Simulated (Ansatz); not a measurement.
# Phonons of Ba3PbO (Pm-3m) against volume

Wanted: mode Grüneisen parameters of Ba3PbO (Pm-3m).

Program: Ansatz 0.2.0. Level of theory: DFT PBEsol, scalar-relativistic, plane waves, PAW; PAW set soft_1. Results are calculated unless marked as measured.

**1. Starting point**

The structure is cubic, space group Pm-3m (No. 221). The conventional cell has a = 5.414 Å, b = 5.414 Å, c = 5.414 Å, α = 90.00°, β = 90.00°, γ = 90.00°. Nearest to Ba lie 2 O at 2.71 Å. Nearest to Pb lie 12 Ba at 3.83 Å. Nearest to O lie 6 Ba at 2.71 Å. Farther neighbours and most contacts between anions are not listed.

**2. Response at finite wavevector**

The cell comes from relaxations at this level that are not shown. Stability and thermal properties need the whole zone. Linear response on a 2×2×2 q mesh gives force constants as far as a supercell of that size would.

File input.yaml:

```yaml
crystal:
  lattice:
    - [5.4137135094, 0.0, 0.0]
    - [0.0, 5.4137135094, 0.0]
    - [0.0, 0.0, 5.4137135094]
  atoms:
    - { symbol: Ba, position: [0.0, 0.5, 0.5] }
    - { symbol: Ba, position: [0.5, 0.0, 0.5] }
    - { symbol: Ba, position: [0.5, 0.5, 0.0] }
    - { symbol: Pb, position: [0.0, 0.0, 0.0] }
    - { symbol: O, position: [0.5, 0.5, 0.5] }
kpoints:
  mp_grid: { grid: [8, 8, 8] }
hamiltonian:
  xc: pbesol
  pseudopotentials: { kind: paw, azcp: { folder: soft_1 }, xc_functional: pbe }
scf:
  occupations: { method: methfessel_paxton, width: 0.2 }
output:
  eigenvalues: true
phonons:
  method: dfpt
  qmesh: [2, 2, 2]
  temperatures: { t_max: 1000, t_step: 50 }
  qpath:
    path:
      - [[0.0, 0.0, 0.0], [0.0, 0.5, 0.0], [0.5, 0.5, 0.0], [0.0, 0.0, 0.0], [0.5, 0.5, 0.5], [0.0, 0.5, 0.0]]
      - [[0.5, 0.5, 0.5], [0.5, 0.5, 0.0]]
    npoints: 10
```

On the command line:

```bash
$ ansatz run input.yaml --threads 4 --pin off --max-ram 10240MiB --backend cpu --events-out ev --progress --plain --runs-dir out
```

Numbers of over 12 decimals in the logs are rounded to 6 here.

The log of the run:

```text
Engine: ansatz 0.2.0, aarch64-unknown-linux-gnu
Pseudopotentials: kind: paw
Pseudopotential: Ba, paw, valence charge 10, recommended cutoff 420 eV (normal), soft_1/Ba.paw.azcp
Pseudopotential: Pb, paw, valence charge 14, recommended cutoff 420 eV (normal), soft_1/Pb.paw.azcp
Pseudopotential: O, paw, valence charge 6, recommended cutoff 420 eV (normal), soft_1/O.paw.azcp
Functional definition: PBEsol
  exchange = pbesol_x
  correlation = pbesol_c
Crystal: 5 atoms, lattice volume = 158.667 Å³
Basis set: ecut = 420 eV, 3071 PW (Γ), exchange–correlation on 80×80×80 points (8 copies of the dense FFT grid, shifted against one another)
Bands: 30, of which v1, the nominal top of the filled ones, is band 25 counted from 1 (24 counted from 0)
Symmetry: 48 space group operations
k-points: 35 of 512
Non-local potential: Ba, projectors of the file, l = 0: 3, l = 1: 2, l = 2: 2, l = 3: 2
Non-local potential: Pb, projectors of the file, l = 0: 2, l = 1: 2, l = 2: 2, l = 3: 1
Non-local potential: O, projectors of the file, l = 0: 2, l = 1: 2, l = 2: 1
PAW form: soft (Blöchl's): semilocal exchange-correlation on the pseudo side does not see the compensation charge
PAW frozen core: Ba, regenerated for the run's functional, and the local potential with it (the file was generated under x = pbe(κ = 0.804, μ = 0.219515), c = pbe(β = 0.066725))
PAW frozen core: Pb, regenerated for the run's functional, and the local potential with it (the file was generated under x = pbe(κ = 0.804, μ = 0.219515), c = pbe(β = 0.066725))
PAW frozen core: O, regenerated for the run's functional, and the local potential with it (the file was generated under x = pbe(κ = 0.804, μ = 0.219515), c = pbe(β = 0.066725))
PAW one-centre angular grid: Ba, 194 points (default); XC on 64 Gauss nodes
PAW one-centre angular grid: Pb, 590 points (default); XC on 64 Gauss nodes
PAW one-centre angular grid: O, 110 points (default); XC on 64 Gauss nodes
Initial density: superposition of atomic densities (chi_scale 0.1, normalization cell, long waves kept (reshape's long-wave potential 0.00 eV rms))
Initial wavefunctions: pseudopotential atomic-orbital guess
Functional: x = pbesol(κ = 0.804, μ = 0.123457), c = pbesol(β = 0.046)
SCF iter   1: F=—  HF=-29914.602267 eV  |F-HF|=—  |Δ(HF+E_count)|=         —  Δρ=9.55e-2  dr2=1.76e1  ethr=3.10e-3  ⟨swp⟩=11.2  Hψ=12838  notcnv=0
automatic band count: the SCF goes on with 35 bands, as 30 were too few: they end inside the smearing window of the response
preconditioner: auto → Kerker (q_TF=auto, 2.251 Å⁻¹)  [metal: Δε(μ)=0.015 eV  Ē_g=12.243 eV  σ=0.200 eV  W_gap=0.06  n_scr=26 (ndim 8)  ℏωp=19.6 eV  f_vac=0.000  D(μ)=2.37/eV (n_scr^D=18)]
SCF iter   2: F=—  HF=-29911.444222 eV  |F-HF|=—  |Δ(HF+E_count)|=    3.16e0  S|Δr|=    0.00e0  Δρ=2.87e-2  dr2=2.18e0  ethr=3.10e-3  ⟨swp⟩=3.0  Hψ=2891  notcnv=0  defer=113
SCF iter   3: F=—  HF=-29911.003640 eV  |F-HF|=—  |Δ(HF+E_count)|=   4.41e-1  S|Δr|=    0.00e0  Δρ=7.66e-3  dr2=1.57e-1  ethr=3.10e-3  ⟨swp⟩=2.5  Hψ=2253  notcnv=0  defer=112
SCF iter   4: F=—  HF=-29910.978467 eV  |F-HF|=—  |Δ(HF+E_count)|=   2.52e-2  S|Δr|=    0.00e0  Δρ=1.83e-3  dr2=1.17e-2  ethr=3.14e-4  ⟨swp⟩=3.1  Hψ=2378  notcnv=0  defer=108
SCF iter   5: F=—  HF=-29910.976954 eV  |F-HF|=—  |Δ(HF+E_count)|=   1.51e-3  S|Δr|=    0.00e0  Δρ=7.01e-4  dr2=3.03e-3  ethr=2.34e-5  ⟨swp⟩=2.0  Hψ=1339  notcnv=0  defer=108
SCF iter   6: F=—  HF=-29910.976344 eV  |F-HF|=—  |Δ(HF+E_count)|=   6.10e-4  S|Δr|=    0.00e0  Δρ=2.82e-4  dr2=3.58e-4  ethr=6.05e-6  ⟨swp⟩=2.3  Hψ=1522  notcnv=0  defer=108
SCF iter   7: F=—  HF=-29910.976228 eV  |F-HF|=—  |Δ(HF+E_count)|=   1.16e-4  S|Δr|=    0.00e0  Δρ=1.73e-4  dr2=1.03e-4  ethr=7.15e-7  ⟨swp⟩=2.2  Hψ=1786  notcnv=0  defer=108
SCF iter   8: F=—  HF=-29910.976208 eV  |F-HF|=—  |Δ(HF+E_count)|=   2.02e-5  S|Δr|=    0.00e0  Δρ=3.92e-5  dr2=6.90e-6  ethr=2.07e-7  ⟨swp⟩=2.0  Hψ=1213  notcnv=0  defer=108
SCF iter   9: F=—  HF=-29910.976207 eV  |F-HF|=—  |Δ(HF+E_count)|=   1.20e-6  S|Δr|=    0.00e0  Δρ=6.86e-6  dr2=8.30e-8  ethr=1.38e-8  ⟨swp⟩=2.5  Hψ=1765  notcnv=0  defer=108
SCF iter  10: F=—  HF=-29910.976206 eV  |F-HF|=—  |Δ(HF+E_count)|=   1.19e-6  S|Δr|=    0.00e0  Δρ=1.36e-6  dr2=3.39e-9  ethr=1.66e-10  ⟨swp⟩=2.2  Hψ=1711  notcnv=0  defer=108
SCF iter  11: F=—  HF=-29910.976206 eV  |F-HF|=—  |Δ(HF+E_count)|=  2.36e-10  S|Δr|=    0.00e0  Δρ=2.68e-7  dr2=1.35e-10  ethr=6.78e-12  ⟨swp⟩=2.0  Hψ=1852  notcnv=0  defer=108
SCF iter  12: F=-29910.976206 eV  HF=-29910.976206 eV  |F-HF|=3.64e-12  |Δ(HF+E_count)|=  3.64e-12  S|Δr|=    0.00e0  Δρ=6.83e-8  dr2=8.81e-12  ethr=1.00e-12  ⟨swp⟩=13.9  Hψ=8094  notcnv=0
SCF 1 converged in 12 iterations: F = -29910.976206 eV  dr2 = 8.81e-12
  greatest PAW one-centre occupation: 0.976 electrons in one spin orbital (limit 2), on the Pb atom at site 3 (counted from 0), in its partial waves of l = 2
Initial density: read from a saved state, or passed on in memory by an earlier SCF of this step, an earlier step, the calling program or the single point that the run made first
iter 1 solved again at ethr=3.23e-7 eV; its pass at ethr=3.10e-3 eV (dr2=1.61e-4 eV) is discarded
SCF iter   1: F=—  HF=-29910.976206 eV  |F-HF|=—  |Δ(HF+E_count)|=         —  Δρ=4.40e-7  dr2=3.85e-10  ethr=3.23e-7  ⟨swp⟩=3.8  Hψ=8443  notcnv=0
eigensolver tolerance schedule: the retry pair's looser diagonalisation over-reported the residual by 419301.05 of it (diagonalisation noise at an unbounded share of the residual, at the tolerance the schedule requests for it); recorded, not acted on — ethr = c·dr2/N_el stays at c = 1.0e-1
preconditioner: auto → Kerker (q_TF=auto, 2.251 Å⁻¹)  [metal: Δε(μ)=0.104 eV  Ē_g=12.363 eV  σ=0.200 eV  W_gap=0.38  n_scr=26 (ndim 8)  ℏωp=19.6 eV  f_vac=0.000  D(μ)=0.46/eV (n_scr^D=0)]
SCF iter   2: F=—  HF=-29910.976206 eV  |F-HF|=—  |Δ(HF+E_count)|=   7.23e-7  S|Δr|=    0.00e0  Δρ=2.49e-7  dr2=9.86e-11  ethr=1.00e-12  ⟨swp⟩=4.2  Hψ=3085  notcnv=0
SCF iter   3: F=—  HF=-29910.976206 eV  |F-HF|=—  |Δ(HF+E_count)|=  1.09e-11  S|Δr|=    0.00e0  Δρ=1.19e-7  dr2=2.42e-11  ethr=1.00e-12  ⟨swp⟩=1.0  Hψ=1050  notcnv=0
SCF iter   4: F=—  HF=-29910.976206 eV  |F-HF|=—  |Δ(HF+E_count)|=  7.28e-12  S|Δr|=    0.00e0  Δρ=8.00e-8  dr2=1.17e-11  ethr=1.00e-12  ⟨swp⟩=2.3  Hψ=2060  notcnv=0
SCF iter   5: F=-29910.976206 eV  HF=-29910.976206 eV  |F-HF|=1.82e-11  |Δ(HF+E_count)|=  7.28e-12  S|Δr|=    0.00e0  Δρ=1.52e-8  dr2=6.28e-13  ethr=1.00e-12  ⟨swp⟩=3.0  Hψ=2165  notcnv=0
SCF 2 converged in 5 iterations: F = -29910.976206 eV  dr2 = 6.28e-13
phonons: the bands overlap, so this run is a metal and interpolates without the dipole-dipole term. If the crystal is really an insulator or semiconductor, its LO-TO splitting is missing
NSCF: frozen V_eff on 35 k-points
WARN: eigensolver did not converge in 10 slots of this pass, the one above among them; of largest residual over every band (k=34): 1 band(s) unlocked (lowest unlocked band 34, counted from 0; max residual 3.45e-4 eV among the unlocked bands, 3.45e-4 eV over every band); of lowest unlocked band (k=3): band 34
NSCF: frozen V_eff on 125 k-points
DFPT response loops at q = (0, 0, 0) (fractional): preconditioner auto → Kerker (q_TF=auto, 2.251 Å⁻¹) (partly filled bands, converged f_vac=0.000); β = 1.00, the filter's whole step (`scf.mixing.beta` (0.50) is not read by the response loops under this deck's `scf.mixing.preconditioner`; to damp them name `kerker` or `kerker_dos`, under which they read `scf.mixing.beta`, and type it under 1.00, their step now; both keys bind the ground state too); Broyden in place of MSR1
NSCF: frozen V_eff on 250 k-points
DFPT response loops at q = (0, 0, -0.5) (fractional): mixed as the last ones told, above
NSCF: frozen V_eff on 250 k-points
DFPT response loops at q = (0, -0.5, -0.5) (fractional): mixed as the last ones told, above
NSCF: frozen V_eff on 250 k-points
DFPT response loops at q = (-0.5, -0.5, -0.5) (fractional): mixed as the last ones told, above
SCF converged after 12 iterations
Stability not checked: this state was not tested for a lower state beside it, because cold or Methfessel-Paxton smearing, or corrected tetrahedra, fill the levels in a way that the test cannot read (fill_not_monotonic; see scf.lower_state_search)
Free energy (F): -29910.976206 eV
Harris-Foulkes:  -29910.976206 eV  (|F-HF|=3.64e-12)
Internal energy: -29910.979865 eV  (E = F + TS)
E sigma→0 (E₀):  -29910.977120 eV
Entropy (-TS):   0.003659 eV (0.732 meV/atom)
Fermi energy:    9.695484 eV
--- Per-component energies (eV) ---
  E_band       = -159.263017
  E_kinetic    = 943.365577
  E_local      = -2419.919661  (includes V_loc(G=0)·N_el)
  E_nonlocal   = 644.474138
  E_hartree    = 868.044351
  E_xc         = -864.364902
  E_vxc        = -613.779265  (∫ρ·V_xc dr)
  E_paw        = -25735.005023  (= ΣΔE_a)
  E_vpaw       = -449.493224  (= ΣTr[D̂ρ^β])
  E_aug_tail   = 0.000730  (compensation charges beyond the density's cutoff)
  E_ewald      = -3348.126844
  E_core_change = 0.551771  (= ΣΔE_core)
  E_smearing   = 0.003659  (= −TS)
  E_closure    = -0.000000  (closes the sum)
  Σ components = -29910.976206   (vs F -29910.976206, Δ=0.00e0)
--- Band table (eV; the first three rows and the last of 35) ---
  k-point 0: bands = [... 21 lower, 6.9764, 9.5505, 9.5505, 9.8106, 9.8106, 9.8106, 10.2757, 10.2757, ... 6 higher]
  k-point 1: bands = [... 21 lower, 6.9601, 9.0825, 9.6501, 9.6501, 9.6927, 9.8525, 10.1869, 10.5106, ... 6 higher]
  k-point 2: bands = [... 21 lower, 6.9244, 8.3019, 9.3921, 9.3921, 9.9661, 10.0956, 10.5287, 11.0442, ... 6 higher]
  k-point 34: bands = [... 21 lower, 5.3068, 9.6452, 9.6452, 9.6452, 10.6970, 10.6970, 10.6970, 11.9388, ... 6 higher]
--- Phonons (Γ-DFPT): 4 representative perturbations + reference (Σ response iterations 12) ---
  ASR residual: 6.870e-5 → 0.000e0 eV/Å²; symmetrization residual: 7.020e-6 eV/Å²
  ASR residual per site (eV/Å²): 7.50e-6 7.50e-6 7.50e-6 1.23e-5 6.87e-5
  Γ frequencies (cm⁻¹): 0.00 0.00 0.00 41.36 41.36 41.36 53.49 53.49 53.49 107.18 107.18 107.18 155.20 155.20 155.20
--- Phonons (arbitrary-q DFPT): 4 irreducible q on the 2×2×2 mesh ---
  q = [0.0000, 0.0000, 0.0000] (star 1, of the zone-centre solve; hermiticity 3.55e-6, symmetrization 6.57e-12): -0.00 -0.00 -0.00 41.36 41.36 41.36 53.49 53.49 53.49 107.18 107.18 107.18 155.20 155.20 155.20
  q = [0.0000, 0.0000, -0.5000] (star 3, 9 solved perturbations in 975 linear systems a pass and spin channel, the states on 125 of 512 k-point pairs; hermiticity 3.10e-6, symmetrization 5.10e-12): 39.36 39.36 44.97 44.97 56.72 61.43 68.49 68.49 83.22 97.87 97.87 106.31 165.70 165.70 284.27
  q = [0.0000, -0.5000, -0.5000] (star 3, 9 solved perturbations in 975 linear systems a pass and spin channel, the states on 125 of 512 k-point pairs; hermiticity 3.73e-6, symmetrization 4.25e-13): 17.53 54.67 55.50 55.50 57.31 62.75 62.75 66.93 66.93 87.87 99.45 133.82 173.09 274.14 274.14
  q = [-0.5000, -0.5000, -0.5000] (star 1, 4 solved perturbations in 350 linear systems a pass and spin channel, the states on 125 of 512 k-point pairs; hermiticity 3.51e-6, symmetrization 3.49e-12): -14.06 -14.06 -14.06 48.67 48.67 48.67 53.10 53.10 96.86 96.86 96.86 154.61 281.81 281.81 281.81
  sum rule: each row above includes the acoustic sum rule's correction from the zone centre's row sums; it moved no ω² by more than (1.08 cm⁻¹)²
  mesh force constants: q→R imaginary residual 5.29e-18; ASR residual 6.870e-5 → 0.000e0 eV/Å²; symmetrization residual 2.220e-15 eV/Å²
  interpolated dispersion: 62 rows × 15 modes
  density of states and harmonic sums: on the 12×12×12 q-mesh, interpolated from the force constants of a 2×2×2 supercell (no non-analytic term)
  largest difference from the sums on the solved wave vectors: F 2.14e-1 eV, S 2.76e-4 and C_V 6.21e-5 eV/K
  zero-point energy: 0.090700 eV/cell   skipped modes (ω ≤ 0): 12, of them read as no rigid motion or as one in doubt: 9 (2.720e-2 modes/cell left out, lowest -14.06 cm⁻¹)   left out of the sums: 1.93e-3 of the cell's modes: C_V's classical limit lies that fraction below 3 k_B per atom; for a crystal, a wire or a layer, F and S can be off by more, and a phonons.interpolated_qmesh denser along its periods is the remedy for the sampling
```

Elapsed: 7.6 min, on 4 threads of Arm Neoverse V1, shared host; peak memory 2 GiB; 30 min of CPU time.

In the SCF lines HF is the Harris–Foulkes energy and dr2 the Hartree energy of the density residual, in eV; the loop may stop once dr2 is under the threshold and the program's other checks hold. Hψ counts applications of the Hamiltonian.

This step gave:

```
volume per atom                                         : 31.73 Å³
gap on the k-mesh                                       : 0 eV
sum-rule residual before enforcement                    : 6.87e-5 eV/Å²
lowest frequency on the path                            : -14.06 cm⁻¹
point group                                             : m-3m
highest frequency on the path or at a solved wavevector : 284.3 cm⁻¹
highest optical mode at the zone centre (no LO-TO term) : 155.2 cm⁻¹
lowest optical zone-centre mode                         : 41.36 cm⁻¹
lowest mode on the q mesh (acoustic modes at Γ apart)   : -14.06 cm⁻¹
```

Frequencies (cm⁻¹) solved at each irreducible wavevector; negative means imaginary. Frequencies by wavevector, by row:

```tsv
q in reciprocal lattice units	star	mode 1	mode 2	mode 3	mode 4	mode 13	mode 14	mode 15
0 0 0	1	0	0	0	41.4	155.2	155.2	155.2
0 0 -0.5	3	39.4	39.4	45	45	165.7	165.7	284.3
0 -0.5 -0.5	3	17.5	54.7	55.5	55.5	173.1	274.1	274.1
-0.5 -0.5 -0.5	1	-14.1	-14.1	-14.1	48.7	281.8	281.8	281.8
```

Symmetry leaves 4 wavevectors to solve. The lowest mode among them, the acoustic zeros apart, lies at q = (-0.5, -0.5, -0.5) and is imaginary, 14.1i cm⁻¹, so the energy falls along it.

**3. Relaxing at another volume, volume ratio 0.97**

The volume is scaled by 0.97 and held; symmetry leaves nothing to relax, so this is a single point. The modes can then be followed against volume.

input.yaml, the sections that differ from step 2:

```yaml
crystal:
  lattice:
    - [5.3590257955, 0.0, 0.0]
    - [0.0, 5.3590257955, 0.0]
    - [0.0, 0.0, 5.3590257955]
  atoms:
    - { symbol: Ba, position: [0.0, 0.5, 0.5] }
    - { symbol: Ba, position: [0.5, 0.0, 0.5] }
    - { symbol: Ba, position: [0.5, 0.5, 0.0] }
    - { symbol: Pb, position: [0.0, 0.0, 0.0] }
    - { symbol: O, position: [0.5, 0.5, 0.5] }
output:
  forces: true
  stress: true
  eigenvalues: true
# kpoints, hamiltonian, scf: as in step 2
# phonons: removed
```

The log of the run:

```text
[...]
Crystal: 5 atoms, lattice volume = 153.907 Å³
Basis set: ecut = 420 eV, 2969 PW (Γ), exchange–correlation on 72×72×72 points (8 copies of the dense FFT grid, shifted against one another)
Bands: 30, of which v1, the nominal top of the filled ones, is band 25 counted from 1 (24 counted from 0)
Symmetry: 48 space group operations
[...]
k-points: 35 of 512
[...]
k-point 0: bands = [... 21 lower, 7.3322, 9.8851, 9.8851, 10.1305, 10.1305, 10.1305, 10.6668, 10.6668, ... 1 higher]
  k-point 1: bands = [... 21 lower, 7.3155, 9.4341, 9.9894, 9.9894, 10.0324, 10.1730, 10.5876, 10.8814, ... 1 higher]
  k-point 2: bands = [... 21 lower, 7.2798, 8.6453, 9.7366, 9.7366, 10.2882, 10.4500, 10.9307, 11.4138, ... 1 higher]
  k-point 34: bands = [... 21 lower, 5.5651, 10.0467, 10.0467, 10.0467, 11.0932, 11.0932, 11.0932, 12.3275, ... 1 higher]
[key lines of the parts left out:]
SCF converged after 9 iterations
Free energy (F): -29910.957728 eV
Fermi energy:    10.043848 eV
P = ⅓ Tr σ = 1.2798 GPa (12.798 kbar)
```

Wall time 3.3 s (4 threads); peak memory 0.52 GiB; 13 s of CPU time.

Numbers from this step:

```
pressure        : 1.280 GPa
volume per atom : 30.78 Å³
```

The run ends at a pressure of 1.28 GPa.

**4. Phonons at the other volume, volume ratio 0.97**

The phonons are repeated at this volume on the same k and q meshes.

input.yaml, as its differences from that of step 3:

```diff
@@ -19,4 +19,11 @@
 output:
-  forces: true
-  stress: true
   eigenvalues: true
+phonons:
+  method: dfpt
+  qmesh: [2, 2, 2]
+  temperatures: { t_max: 1000, t_step: 50 }
+  qpath:
+    path:
+      - [[0.0, 0.0, 0.0], [0.0, 0.5, 0.0], [0.5, 0.5, 0.0], [0.0, 0.0, 0.0], [0.5, 0.5, 0.5], [0.0, 0.5, 0.0]]
+      - [[0.5, 0.5, 0.5], [0.5, 0.5, 0.0]]
+    npoints: 10
```

The log of the run:

```text
[...]
Crystal: 5 atoms, lattice volume = 153.907 Å³
Basis set: ecut = 420 eV, 2969 PW (Γ), exchange–correlation on 72×72×72 points (8 copies of the dense FFT grid, shifted against one another)
Bands: 30, of which v1, the nominal top of the filled ones, is band 25 counted from 1 (24 counted from 0)
Symmetry: 48 space group operations
k-points: 35 of 512
[...]
SCF iter   1: F=—  HF=-29914.427887 eV  |F-HF|=—  |Δ(HF+E_count)|=         —  Δρ=9.33e-2  dr2=1.63e1  ethr=3.10e-3  ⟨swp⟩=11.3  Hψ=12976  notcnv=0
[...]
SCF iter  12: F=-29910.957728 eV  HF=-29910.957728 eV  |F-HF|=1.09e-11  |Δ(HF+E_count)|=  1.46e-11  S|Δr|=    0.00e0  Δρ=6.05e-8  dr2=7.65e-12  ethr=1.00e-12  ⟨swp⟩=15.2  Hψ=7598  notcnv=0
SCF 1 converged in 12 iterations: F = -29910.957728 eV  dr2 = 7.65e-12
[...]
SCF iter   5: F=-29910.957728 eV  HF=-29910.957728 eV  |F-HF|=1.09e-11  |Δ(HF+E_count)|=  1.09e-11  S|Δr|=    0.00e0  Δρ=2.73e-8  dr2=2.44e-12  ethr=1.00e-12  ⟨swp⟩=2.9  Hψ=2041  notcnv=0
SCF 2 converged in 5 iterations: F = -29910.957728 eV  dr2 = 2.44e-12
[...]
NSCF: frozen V_eff on 35 k-points
[...]
SCF converged after 12 iterations
[...]
Free energy (F): -29910.957728 eV
[...]
Internal energy: -29910.961394 eV  (E = F + TS)
E sigma→0 (E₀):  -29910.958645 eV
Entropy (-TS):   0.003666 eV (0.733 meV/atom)
Fermi energy:    10.043854 eV
[...]
--- Band table (eV; the first three rows and the last of 35) ---
  k-point 0: bands = [... 21 lower, 7.3321, 9.8851, 9.8851, 10.1305, 10.1305, 10.1305, 10.6668, 10.6668, ... 6 higher]
  k-point 1: bands = [... 21 lower, 7.3154, 9.4341, 9.9894, 9.9894, 10.0325, 10.1730, 10.5876, 10.8814, ... 6 higher]
  k-point 2: bands = [... 21 lower, 7.2798, 8.6453, 9.7366, 9.7366, 10.2882, 10.4500, 10.9307, 11.4137, ... 6 higher]
  k-point 34: bands = [... 21 lower, 5.5650, 10.0467, 10.0467, 10.0467, 11.0932, 11.0932, 11.0932, 12.3275, ... 6 higher]
[...]
ASR residual: 5.063e-5 → 0.000e0 eV/Å²; symmetrization residual: 6.589e-6 eV/Å²
  ASR residual per site (eV/Å²): 7.02e-6 7.02e-6 7.02e-6 1.74e-5 5.06e-5
[...]
--- Phonons (arbitrary-q DFPT): 4 irreducible q on the 2×2×2 mesh ---
[...]
interpolated dispersion: 62 rows × 15 modes
[...]
```

The job ended after 6.6 min (4 threads; peak memory 1.9 GiB).

Numbers from this step:

```
sum-rule residual before enforcement                    : 5.06e-5 eV/Å²
lowest frequency on the path                            : -14.45 cm⁻¹
highest frequency on the path or at a solved wavevector : 297.2 cm⁻¹
highest optical mode at the zone centre (no LO-TO term) : 167.7 cm⁻¹
lowest optical zone-centre mode                         : 39.39 cm⁻¹
lowest mode on the q mesh (acoustic modes at Γ apart)   : -14.45 cm⁻¹
```

Frequencies (cm⁻¹) solved at each irreducible wavevector; negative means imaginary. Frequencies by wavevector, by row:

```tsv
q in reciprocal lattice units	star	mode 1	mode 2	mode 3	mode 4	mode 13	mode 14	mode 15
0 0 0	1	0	0	0	39.4	167.7	167.7	167.7
0 0 -0.5	3	40.8	40.8	45.6	45.6	180.1	180.1	297
0 -0.5 -0.5	3	19.4	57.4	57.4	58.1	189	289.3	289.3
-0.5 -0.5 -0.5	1	-14.4	-14.4	-14.4	49.8	297.2	297.2	297.2
```

The highest optical mode at the zone centre (no LO-TO term) is 167.7 cm⁻¹, +12.5 cm⁻¹ against the base run.

(Continued in part 2 of 2.)

[Logs are printed without paths, hosts, clocks, repeated set-up lines and the standing remarks that a program may print on its own settings, such as how far it seeks lower states.]

[Hosts, paths, dates, database ids (printed as entryN), source tags and the programs' standing remarks are cut or masked in the printed files.]
